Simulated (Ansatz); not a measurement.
# How Sr(100) screens a field, part 2 of 2

Aim: image plane and induced charge of Sr(100).

Ansatz 0.2.0; plane-wave DFT, PBE, Ansatz PAW.

So far. Step 7 (Atoms held, field 0.15 V/Å): The dipole is 0.315 e·Å.

## (8) The response

This step: plane-wave DFT, PBE, Ansatz PAW; screening of a field by a metal slab (Ansatz 0.2.0).

The dipoles give the slope, and the difference of two potentials shows where the field is screened.

Numbers from this step:

- equivalent conductor thickness p/(ε₀AE): 20.52 Å
- distance between the outer atoms: 15.20 Å
- inner field over outer field: 0.001887
- image plane, upper face: 2.761 Å
- induced electrons on the upper face over ε₀E: -0.9855
- image plane, lower face: 2.761 Å
- induced electrons on the lower face over ε₀E: 0.9854

Table of dipole of the cell by applied field:

| applied field (V/Å) | dipole of the cell (e·Å) |
| --- | --- |
| -0.100 | -0.210 |
| -0.030 | -0.0629 |
| 0.000 | 5.0e-6 |
| 0.030 | 0.0629 |
| 0.100 | 0.210 |
| 0.150 | 0.315 |

Local field over the applied field, running mean. From the potentials at -0.03 and 0.03 V/Å; running mean over 3.04 Å. Local field over applied field against z:

| z (Å) | local field over applied field |
| --- | --- |
| 4.5 | 0.940 |
| 5.0 | 0.887 |
| 5.5 | 0.798 |
| 6.0 | 0.668 |
| 6.5 | 0.504 |
| 7.0 | 0.329 |
| 7.5 | 0.171 |
| 8.0 | 0.0502 |
| 8.5 | -0.0247 |
| 9.0 | -0.0535 |
| 9.5 | -0.0443 |
| 10.0 | -0.0196 |
| 10.5 | -1.5e-4 |
| 11.0 | 0.00666 |
| 11.5 | 0.00563 |
| 12.0 | 0.00248 |
| 12.5 | 9.1e-4 |
| 13.0 | 0.00187 |
| 13.5 | 0.00386 |
| 14.0 | 0.00504 |
| 14.5 | 0.00456 |
| 15.0 | 0.00323 |
| 15.5 | 0.00211 |
| 16.0 | 0.00165 |
| 16.5 | 0.00155 |
| 17.0 | 0.00159 |
| 17.5 | 0.00185 |
| 18.0 | 0.00271 |
| 18.5 | 0.00406 |
| 19.0 | 0.00502 |
| 19.5 | 0.00451 |
| 20.0 | 0.00265 |
| 20.5 | 0.00104 |
| 21.0 | 0.00153 |
| 21.5 | 0.00436 |
| 22.0 | 0.00683 |
| 22.5 | 0.00395 |
| 23.0 | -0.0105 |
| 23.5 | -0.0349 |
| 24.0 | -0.0531 |
| 24.5 | -0.0418 |
| 25.0 | 0.0146 |
| 25.5 | 0.117 |
| 26.0 | 0.262 |
| 26.5 | 0.433 |
| 27.0 | 0.606 |
| 27.5 | 0.751 |
| 28.0 | 0.856 |
| 28.5 | 0.922 |

Electrons, planar mean, per unit field. The induced electron density by z:

| z (Å) | induced electron density (e/Å³ per V/Å) |
| --- | --- |
| 4.5 | 2.5e-4 |
| 5.0 | 4.9e-4 |
| 5.5 | 9.1e-4 |
| 6.0 | 0.00158 |
| 6.5 | 0.00243 |
| 7.0 | 0.00298 |
| 7.5 | 0.00272 |
| 8.0 | 0.00134 |
| 8.5 | -3.3e-4 |
| 9.0 | -0.00104 |
| 9.5 | -7.2e-4 |
| 10.0 | -2.6e-4 |
| 10.5 | 1.5e-4 |
| 11.0 | 3.2e-4 |
| 11.5 | 2.0e-4 |
| 12.0 | -6.2e-5 |
| 12.5 | -2.2e-4 |
| 13.0 | -1.5e-4 |
| 13.5 | 8.9e-6 |
| 14.0 | 1.3e-4 |
| 14.5 | 1.4e-4 |
| 15.0 | 1.4e-5 |
| 15.5 | -9.0e-5 |
| 16.0 | -1.1e-4 |
| 16.5 | -1.8e-5 |
| 17.0 | 7.2e-5 |
| 17.5 | 1.2e-4 |
| 18.0 | 1.4e-5 |
| 18.5 | -9.1e-5 |
| 19.0 | -1.6e-4 |
| 19.5 | -6.5e-5 |
| 20.0 | 8.5e-5 |
| 20.5 | 2.3e-4 |
| 21.0 | 1.3e-4 |
| 21.5 | -9.4e-5 |
| 22.0 | -3.0e-4 |
| 22.5 | -2.6e-4 |
| 23.0 | 7.5e-5 |
| 23.5 | 5.4e-4 |
| 24.0 | 9.9e-4 |
| 24.5 | 7.0e-4 |
| 25.0 | -5.7e-4 |
| 25.5 | -0.00231 |
| 26.0 | -0.00300 |
| 26.5 | -0.00272 |
| 27.0 | -0.00192 |
| 27.5 | -0.00114 |
| 28.0 | -6.3e-4 |
| 28.5 | -3.3e-4 |

By hand: between -0.03 and 0.03 V/Å the dipole changes by 0.1257 e·Å, a slope of 2.095 e·Å²/V. A perfect conductor of thickness t has p = ε₀AEt, so t = 180.95 × 2.095 / 18.483 = 20.51 Å (e/ε₀ = 180.95 V·Å, A in Å²). Less the 15.20 Å between the outer atoms, and halved, that puts each image plane 2.66 Å out.

The induced dipole is that of a conductor 20.52 Å thick.

## (9) A changed input: scf.initial_density.chi_scale = 0.0

This step: plane-wave DFT, PBE, Ansatz PAW (Ansatz 0.2.0).

A run with a changed input: it repeats the earlier run at 0.03 V/Å with scf.initial_density.chi_scale to 0.0.

Contents of input.yaml:

```yaml
crystal:
  lattice:
    - [4.2992092296, 0.0, 0.0]
    - [0.0, 4.2992092296, 0.0]
    - [0.0, 0.0, 33.2]
  atoms:
    - { symbol: Sr, position: [0.5, 0.5, 0.2710843373] }
    - { symbol: Sr, position: [0.0, 0.0, 0.3626506024] }
    - { symbol: Sr, position: [0.5, 0.5, 0.4542168675] }
    - { symbol: Sr, position: [0.0, 0.0, 0.5457831325] }
    - { symbol: Sr, position: [0.5, 0.5, 0.6373493976] }
    - { symbol: Sr, position: [0.0, 0.0, 0.7289156627] }
kpoints:
  mp_grid: { grid: [12, 12, 1] }
hamiltonian:
  xc: pbe
scf:
  occupations: { method: fermi_dirac, width: 0.1 }
  convergence: { dr2_threshold: 1.0e-10 }
  initial_density: { chi_scale: 0.0 }
efield:
  axis: 3
  dipole_correction: true
  ramp_position: 0.97
  ramp_width: 0.06
  amplitude: 0.03
output:
  forces: true
  write_potential: true
  write_density: true
  volumetric_format: npy
```

Command:

```sh
$ ansatz run input.yaml --threads 2 --pin off --max-ram 3072MiB --backend cpu --events-out ev --progress --plain --runs-dir out
```

Numbers of over 12 decimals in the logs are rounded to 6 here.

What it wrote:

```text
[...]
Crystal: 6 atoms, lattice volume = 613.642 Å³
Basis set: ecut = 420 eV, 11911 PW (Γ), exchange–correlation on 60×60×450 points (8 copies of the dense FFT grid, shifted against one another)
Bands: 36, of which v1, the nominal top of the filled ones, is band 30 counted from 1 (29 counted from 0)
Symmetry: 8 space group operations
k-points: 28 of 144
[...]
SCF iter   1: F=—  HF=-21265.382472 eV  |F-HF|=—  |Δ(HF+E_count)|=         —  Δρ=6.64e-3  dr2=1.45e1  ethr=3.10e-3  p=0.000 e·Å  D=7.64e-14 V/Å  ΔV_dip=-0.00 eV  dr2_dipole=3.60e0  V_vac-E_F(+/−)=4.84/3.92 eV  ⟨swp⟩=16.7  Hψ=15151  notcnv=0
[...]
SCF iter  14: F=-21264.652695 eV  HF=-21264.652695 eV  |F-HF|=3.27e-11  |Δ(HF+E_count)|=  1.02e-10  Δρ=6.70e-8  dr2=7.00e-11  ethr=1.00e-12  p=0.063 e·Å  D=1.85e-2 V/Å  ΔV_dip=-0.62 eV  dr2_dipole=2.93e-16  V_vac-E_F(+/−)=2.69/2.39 eV  ⟨swp⟩=14.1  Hψ=7955  notcnv=0
SCF 1 converged in 14 iterations: F = -21264.652695 eV  dr2 = 7.00e-11
[...]
SCF converged after 14 iterations
Free energy (F): -21264.652695 eV
[...]
Internal energy: -21264.393628 eV  (E = F + TS)
E sigma→0 (E₀):  -21264.523161 eV
Entropy (-TS):   -0.259067 eV (-43.178 meV/atom)
Fermi energy:    1.623825 eV
Dipole field:    D = 0.018538 V/Å  (p = 0.062868 e·Å, saw-weighted, corrected)
Work function:   not extracted (applied field tilts the vacuum); planar V_es + V_field profile in the machine report
[...]
--- Forces (eV/Å), atoms counted from 1 ---
  atom   1  Sr     0.00000000     0.00000000     0.08067351
  atom   2  Sr    -0.00000000     0.00000000    -0.05400238
  atom   3  Sr     0.00000000     0.00000000    -0.00035575
  atom   4  Sr     0.00000000     0.00000000     0.00029617
  atom   5  Sr    -0.00000000     0.00000000     0.05486011
  atom   6  Sr    -0.00000000     0.00000000    -0.08147098
  max |Σ_I F_I| component: 6.77e-7 eV/Å
--- Band table (eV; the first three rows and the last of 28) ---
  k-point 0: bands = [... 26 lower, -1.0866, -0.4487, 0.2433, 0.8045, 2.0599, 2.0737, 2.1054, 2.1928, ... 8 higher]
  k-point 1: bands = [... 26 lower, -1.0202, -0.3854, 0.3051, 0.8680, 2.0653, 2.1009, 2.1318, 2.1982, ... 8 higher]
  k-point 2: bands = [... 26 lower, -0.8270, -0.2039, 0.4801, 1.0486, 2.0298, 2.1426, 2.1906, 2.2197, ... 8 higher]
  k-point 27: bands = [... 26 lower, 1.3732, 1.3736, 1.6500, 1.6501, 2.0279, 2.0279, 2.0783, 2.0783, ... 8 higher]
```

Elapsed: 78 s, on 2 threads of Arm Neoverse V1, shared host; peak memory 0.93 GiB.

Numbers from this step:

```
energy at zero smearing : -21264.5232 eV
dipole along the normal : 0.06287 e·Å
```

Force by atom:

| atom | x (eV/Å) | y (eV/Å) | z (eV/Å) | size |
| --- | --- | --- | --- | --- |
| Sr1 | 0.0000 | 0.0000 | 0.0807 | 0.0807 |
| Sr2 | 0.0000 | 0.0000 | -0.0540 | 0.0540 |
| Sr3 | 0.0000 | 0.0000 | -0.0004 | 0.0004 |
| Sr4 | 0.0000 | 0.0000 | 0.0003 | 0.0003 |
| Sr5 | 0.0000 | 0.0000 | 0.0549 | 0.0549 |
| Sr6 | 0.0000 | 0.0000 | -0.0815 | 0.0815 |

| quantity | this run | earlier run | difference |
| --- | --- | --- | --- |
| dipole along the normal (e·Å) | 0.06287 | 0.06286 | 1.2e-5 |

The dipole moves by under 0.5 % or 5e-5 e·Å.

## (10) The same run with other settings

An input spoilt on purpose, to show how the run answers: it repeats the earlier run at 0.03 V/Å with efield.ramp_position from 0.97 to 0.475, and scf.max_iter set to 50.

Edit input.yaml of step 9 so:

```diff
@@ -19,3 +19,3 @@
   convergence: { dr2_threshold: 1.0e-10 }
-  initial_density: { chi_scale: 0.0 }
+  max_iter: 50
 efield:
@@ -23,3 +23,3 @@
   dipole_correction: true
-  ramp_position: 0.97
+  ramp_position: 0.475
   ramp_width: 0.06
```

What it wrote:

```text
[...]
Crystal: 6 atoms, lattice volume = 613.642 Å³
Basis set: ecut = 420 eV, 11911 PW (Γ), exchange–correlation on 60×60×450 points (8 copies of the dense FFT grid, shifted against one another)
Bands: 36, of which v1, the nominal top of the filled ones, is band 30 counted from 1 (29 counted from 0)
Symmetry: 8 space group operations
k-points: 28 of 144
[...]
SCF iter   1: F=—  HF=-21264.366042 eV  |F-HF|=—  |Δ(HF+E_count)|=         —  Δρ=8.17e-3  dr2=1.56e1  ethr=3.10e-3  p=-0.867 e·Å  D=-2.56e-1 V/Å  ΔV_dip=8.49 eV  dr2_dipole=3.25e1  V_vac-E_F(+/−)=-9.10/-10.13 eV  ⟨swp⟩=17.0  Hψ=15749  notcnv=0
[...]
SCF iter  13: F=-21263.392706 eV  HF=-21263.392706 eV  |F-HF|=1.09e-11  |Δ(HF+E_count)|=  1.09e-11  Δρ=5.84e-8  dr2=5.39e-11  ethr=1.00e-12  p=-0.711 e·Å  D=-2.10e-1 V/Å  ΔV_dip=6.96 eV  dr2_dipole=6.83e-11  V_vac-E_F(+/−)=-9.53/-9.34 eV  ⟨swp⟩=14.2  Hψ=8132  notcnv=0
WARN: efield: at this solve's end the planar-averaged density reaches 3.72e-1 e/Å³ inside the ramp window [0.4449, 0.5651] (bound 1e-5 e/Å³); the window's nearer edge stands 0.00 Å from this solve's nearest atom along the axis. Its free energy, forces, stress, dipole, levels and responses can be off, and this figure does not tell by how much. The cell may have no vacuum along `efield.axis`. A short vacuum, a low `basis.ecutwfc` or `basis.ecutrho_ratio` and negative occupations (`scf.occupations.method`) can put density there. See the manual's quickstart, § The vacuum guard
SCF 1 converged in 13 iterations: F = -21263.392706 eV  dr2 = 5.39e-11
[...]
SCF converged after 13 iterations
Free energy (F): -21263.392706 eV
[...]
Internal energy: -21263.138148 eV  (E = F + TS)
E sigma→0 (E₀):  -21263.265427 eV
Entropy (-TS):   -0.254558 eV (-42.426 meV/atom)
Fermi energy:    1.615389 eV
Dipole field:    D = -0.209555 V/Å  (p = -0.710644 e·Å, saw-weighted, corrected)
Work function:   not extracted (applied field tilts the vacuum); planar V_es + V_field profile in the machine report
[...]
Vacuum region:   at the solve's end the planar-averaged density reaches 3.72e-1 e/Å³ inside the ramp window [0.4449, 0.5651] (bound 1e-5 e/Å³)
[...]
--- Forces (eV/Å), atoms counted from 1 ---
  atom   1  Sr     0.00000000     0.00000000     0.07721843
  atom   2  Sr     0.00000000     0.00000000    -0.18041826
  atom   3  Sr    -0.00000000     0.00000000     4.99380442
  atom   4  Sr     0.00000000     0.00000000    10.78361492
  atom   5  Sr     0.00000000     0.00000000    -0.08923341
  atom   6  Sr    -0.00000000     0.00000000    -0.08254646
  max |Σ_I F_I| component: 1.55e1 eV/Å
--- Band table (eV; the first three rows and the last of 28) ---
  k-point 0: bands = [... 26 lower, -1.1080, -0.4440, 0.2369, 0.8445, 1.9369, 2.0757, 2.1011, 2.1965, ... 8 higher]
  k-point 1: bands = [... 26 lower, -1.0409, -0.3808, 0.2992, 0.9067, 1.9469, 2.1004, 2.1275, 2.2029, ... 8 higher]
  k-point 2: bands = [... 26 lower, -0.8459, -0.1996, 0.4762, 1.0832, 1.9305, 2.1487, 2.1733, 2.2272, ... 8 higher]
  k-point 27: bands = [... 26 lower, 1.3636, 1.3862, 1.5381, 1.8694, 2.0397, 2.0397, 2.0783, 2.0783, ... 8 higher]
```

Run time: 82 s. Hardware: 2 threads; peak memory 0.93 GiB; 2.4 min of CPU time.

| quantity | this run | earlier run | difference |
| --- | --- | --- | --- |
| dipole along the normal (e·Å) | -0.7106 | 0.06286 | -0.77 |

It moves by -0.773 e·Å.

With the ramp this near the atoms the program warns of density in it; these numbers are not the system's.

## (11) Results

| Quantity | Value |
| --- | --- |
| work function | 2.55 eV |
| image plane, upper face | 2.76 Å |
| induced electrons on the upper face over ε₀E | -0.985 |
| equivalent conductor thickness p/(ε₀AE) | 20.5 Å |
| inner field over outer field | 0.00189 |

**Reading.** The induced charge has its centre 2.76 Å outside the outermost atoms; this is the plane from which a capacitor's gap or an image potential counts. The equivalent conductor thickness exceeds the distance between the outer atoms by 5.32 Å, about the sum of the two image-plane distances. In the middle of the slab the field is screened to under 0.5 % of its outer value. The atoms are held at bulk positions with the tabulated experimental lattice constant.

[Logs are printed without paths, hosts, clocks, repeated set-up lines and the standing remarks that a program may print on its own settings, such as how far it seeks lower states.]

[Hosts, paths, dates, database ids (printed as entryN), source tags and the programs' standing remarks are cut or masked in the printed files.]

[Maps of the electrostatic potential energy from Ansatz leave out the sawtooth potential of an applied field or a dipole correction, so their vacuum need not be flat; planar profiles and work functions include it.]
